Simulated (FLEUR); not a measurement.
**free-standing square Eu monolayer, spacing 3.816 A: one coupling from two orders, and a test**

Aim: get Heisenberg couplings of free-standing square Eu monolayer, spacing 3.816 A from the energies of collinear orders, with pencil and paper, and test them on an order left out of the fit.

Main program and level: FLEUR MaX-R8.1; LDA (VWN) with U = 3.6 eV on Eu f; all-electron FLAPW film, Dirac cores, scalar-relativistic bands.

## Step 1: The structure

The cell holds 1 atom: 1 Eu. Its edges and angles: a = 3.816 Å, b = 3.816 Å, c = 14.000 Å, α = 90.0°, β = 90.0°, γ = 90.0°. Model lattice. Vacuum lies along c.

As a file:

```cif
data_structure
_symmetry_space_group_name_H-M 'P 1'
_symmetry_Int_Tables_number 1
_cell_length_a 3.8160
_cell_length_b 3.8160
_cell_length_c 14.0000
_cell_angle_alpha 90.000
_cell_angle_beta 90.000
_cell_angle_gamma 90.000
_cell_volume 203.87
loop_
_atom_site_label
_atom_site_type_symbol
_atom_site_fract_x
_atom_site_fract_y
_atom_site_fract_z
_atom_site_occupancy
Eu1 Eu 0.00000 0.00000 0.50000 1
```

## Step 2: The parallel order

All energies count from this run. A Hubbard U acts on the open shell, since semilocal functionals spread its electrons too much.

The file n_mmp_mat seeds the f occupations with whole cubic orbitals by Hund's first rule, so that the U acts from the first pass. inpgen writes inp.xml from crystal.txt; cutoffs, mixing, functional, smearing and local orbitals are then set in the file. The k list default-1 (kpts.xml, not shown) is a Γ-centred 8×8×1 mesh; where the ranks do not divide the number of points, some are split in two of half the weight.

inp.xml reads:

```
<?xml version="1.0" encoding="UTF-8" standalone="no"?>
<fleurInput fleurInputVersion="0.39">
   <comment>
      Eu
   </comment>
   <calculationSetup>
      <cutoffs Kmax="3.6" Gmax="10.8" GmaxXC="10.8" numbands="0"/>
      <scfLoop itmax="130" minDistance="0.0001" maxIterBroyd="15" imix="Anderson" alpha="0.03" precondParam="0.0" spinf="2.0" sdNocoIR="T"/>
      <coreElectrons ctail="T" frcor="F" kcrel="0" coretail_lmax="0"/>
      <xcFunctional name="vwn" relativisticCorrections="F"/>
      <magnetism jspins="2"/>
      <soc l_soc="F" theta="0.0" phi="0.0" spav="F"/>
      <expertModes spex="0" secvar="F"/>
      <geometryOptimization l_f="F" forcealpha="1.0" forcemix="BFGS" epsdisp="0.00001" epsforce="0.00001"/>
      <ldaU l_linMix="F" mixParam="0.05" spinf="1.0"/>
   </calculationSetup>
   <cell>
      <bzIntegration valenceElectrons="17.0" mode="hist" fermiSmearingEnergy="0.00110248">
         <kPointListSelection listName="default-1"/>
         <xi:include xmlns:xi="http://www.w3.org/2001/XInclude" href="kpts.xml"> </xi:include>
      </bzIntegration>
      <xi:include xmlns:xi="http://www.w3.org/2001/XInclude" href="sym.xml"> </xi:include>
      <filmLattice scale="1.0" dVac="6.4" dTilda="8.9">
         <bravaisMatrixFilm>
            <row-1>    7.2111948914735997     0.0000000000000000</row-1>
            <row-2>    0.0000000000000000     7.2111948914735997</row-2>
         </bravaisMatrixFilm>
         <vacuumEnergyParameters vacuum="1" spinUp="-.25" spinDown="-.25"/>
      </filmLattice>
   </cell>
   <atomSpecies>
      <species name="Europium (7.000" element="Eu" atomicNumber="63">
         <mtSphere radius="2.8" gridPoints="925" logIncrement="0.014"/>
         <atomicCutoffs lmax="10" lnonsphr="8"/>
         <electronConfig flipSpins="F">
            <coreConfig>(1s1/2) (2s1/2) (2p1/2) (2p3/2) (3s1/2) (3p1/2) (3p3/2) (4s1/2) (3d3/2) (3d5/2) (4p1/2) (4p3/2) (4d3/2) (4d5/2)</coreConfig>
            <valenceConfig>(5s1/2) (5p1/2) (5p3/2) (6s1/2) (4f5/2) (4f7/2)</valenceConfig>
            <stateOccupation state="(4f5/2)" spinUp="3.0" spinDown="0.0"/>
            <stateOccupation state="(4f7/2)" spinUp="4.0" spinDown="0.0"/>
         </electronConfig>
         <energyParameters s="6" p="6" d="5" f="4"/>
         <ldaU l="3" U="3.6" J="0.0" l_amf="F"/>
         <lo type="SCLO" l="0" n="5" eDeriv="0"/>
         <lo type="SCLO" l="1" n="5" eDeriv="0"/>
      </species>
   </atomSpecies>
   <atomGroups>
      <atomGroup species="Europium (7.000">
         <filmPos label="                   1">.0000000000 .0000000000 .0000000000</filmPos>
         <force calculate="T" relaxXYZ="TTT"/>
      </atomGroup>
   </atomGroups>
   <output dos="F" band="F" slice="F">
      <bandDOS minEnergy="-.5*Htr" maxEnergy="0.5*Htr" sigma="0.015" storeEVData="T"/>
      <plotting iplot="0" polar="F">
         <plot TwoD="T" vec1="  1.0  0.0  0.0" vec2="  0.0  1.0  0.0" vec3="  0.0  0.0  1.0" zero="  0.0  0.0 -0.5" file="plot"/>
      </plotting>
      <moessbauerParams electricFieldGradient="F" isomerShift="F" coreHyperfine="F" valenceHyperfine="F"/>
   </output>
</fleurInput>
```

crystal.txt reads:

```
Eu
&input film=T cartesian=F /
3.81600000000  0.00000000000  0.00000000000
0.00000000000  3.81600000000  0.00000000000
0.00000000000  0.00000000000  1.00000000000
1.8897261246
1.0 1.0 1.0

1
63 0.00000000000  0.00000000000  0.00000000000 : 7.000

&kpt div1=8 div2=8 div3=1 gamma=T /
```

On the command line:

```
$ OMP_NUM_THREADS=1 inpgen -f crystal.txt > inpgen.log  # inp.xml is then edited as shown
$ OMP_NUM_THREADS=1 mpirun -n 4 fleur_MPI > fleur.log
```

The log of the run:

```text
Welcome to FLEUR        (www.flapw.de)
      MaX-Release 8.1          (www.max-centre.eu)

 ========== k-point set info ==========
 Selected k-point list: default-1
 k-point list type: mesh
 0 x 0 x 0
 Number of k points: 16

 [... set-up left out ...]
 Iteration:     1   Distance:       3.64929256 me/bohr^3
 Iteration:     2   Distance:       3.50480520 me/bohr^3
 Iteration:     3   Distance:       1.32775837 me/bohr^3
 Iteration:     4   Distance:       1.45981926 me/bohr^3
 Iteration:     5   Distance:       0.39143120 me/bohr^3
[...]
[... left out ...]
            <freeEnergy value="-10845.0698710808"/>
            <extrapolationTo0K value="-10845.0697256079"/>
         </totalEnergy>
         [... left out ...]
         <ldaUDensityMatrixConvergence>
            <distance spin="1" distance="0.000001"/>
            <distance spin="2" distance="0.000000"/>
         </ldaUDensityMatrixConvergence>
         <densityConvergence units="me/bohr^3">
            <chargeDensity spin="1" distance="0.0000371426"/>
            <chargeDensity spin="2" distance="0.0000445811"/>
            <overallChargeDensity distance="0.0000409616"/>
            <spinDensity distance="0.0000711073"/>
         </densityConvergence>
      </iteration>
```

The job ended after 15 s (4 MPI ranks of Arm Neoverse V2, shared host; peak memory 0.24 GiB).

Spin moment in the muffin-tin sphere by atom:

```csv
atom,spin moment in the muffin-tin sphere (μB)
Eu1,7.02
```

Read from the output:

```
free energy                                                       : -295109.3851 eV
program's band gap on this mesh (in a metal only a level spacing) : 0.009372 eV
magnetization                                                     : 7.249 μB
final state                                                       : ferromagnetic
```

After 22 cycles the largest moment stands at 7.02 μB.

## Step 3: The orders used for the fit

The other orders were run with the same settings, on meshes that hold the same points. Free energies are divided by the number of Eu atoms; q is in fractions of the reciprocal vectors of the first run's cell.

```
              order  atoms   mesh  free energy (eV)     eV per Eu  largest moment (μB)
                F +      1  8×8×1      -295109.3851  -295109.3851                 7.02
AF q=(1/2,1/2,0) +-      2  4×8×1      -590218.7435  -295109.3718                 6.98
```

## Step 4: Counting neighbours

With E = −Σ J e_i·e_j over ordered pairs of unit vectors, turning a neighbour from parallel to opposed costs 2J a Eu atom. So an order lies 2 Σ n J over the parallel one, n being the opposed neighbours in each shell.

```csv
shell,distance (Å),neighbours,"opposed in AF q=(1/2,1/2,0) +-","opposed in AF q=(0,1/2,0) +-"
J1,3.82,4,4,2
J2,5.40,4,0,4
```

Only J1 is kept.

## Step 5: Solving

```
2 × 4 × J1 = +13.4 meV    (AF q=(1/2,1/2,0) +-)
J1 = +1.68 meV
```

## Step 6: The test

The couplings now give the orders that were left out:

```
2 × 2 × (+1.68) = +6.7 meV    (AF q=(0,1/2,0) +-)
```

The runs themselves:

```
            order  atoms   mesh  free energy (eV)     eV per Eu  largest moment (μB)  over the parallel order (meV)  foretold (meV)
AF q=(0,1/2,0) +-      2  8×4×1      -590218.7835  -295109.3918                 7.03                           -6.6            +6.7
```

## Step 7: One more shell

One try is to add the next shell, though changing moments can also cause the miss. Both differences then fix both couplings, and no order is left for a test.

```
2 × 4 × J1 = +13.4 meV    (AF q=(1/2,1/2,0) +-)
2 × 2 × J1 + 2 × 4 × J2 = -6.6 meV    (AF q=(0,1/2,0) +-)
J1 = +1.68 meV
J2 = -1.66 meV
```

## Step 8: Outcome

```yaml
effective_coupling_of_the_reversed_pairs_counted_on_j1_eu_eu_at_3p82_a: 1.68 meV
largest_miss_on_the_orders_left_out: 13 meV
j1_with_two_shells: 1.68 meV
j2_with_two_shells: -1.66 meV
```

**Reading.** The model misses the order left out by 13 meV, 99 % of the largest distance from the parallel order, so it fails: these couplings alone don't describe the crystal. With the next shell added the couplings are J1 = +1.68 and J2 = -1.66 meV, untested. The largest moments of the orders differ by 0.72 % of the greatest. One difference fixes one number: it sums all reversed shells and need not be the coupling of the nearest one, even in sign. The f shell is half filled, so the spin-only picture is fair.

[Logs and program files are shortened in this print: banners, set-up blocks, solver, clock and traceback lines can be left out without a mark of their own.]

[Logs are printed without paths, hosts, clocks, repeated set-up lines and the standing remarks that a program may print on its own settings, such as how far it seeks lower states.]

[Hosts, paths, dates, database ids (printed as entryN), source tags and the programs' standing remarks are cut or masked in the printed files.]

[Where a cell is said to come from a database of computed structures, the database is the Materials Project.]
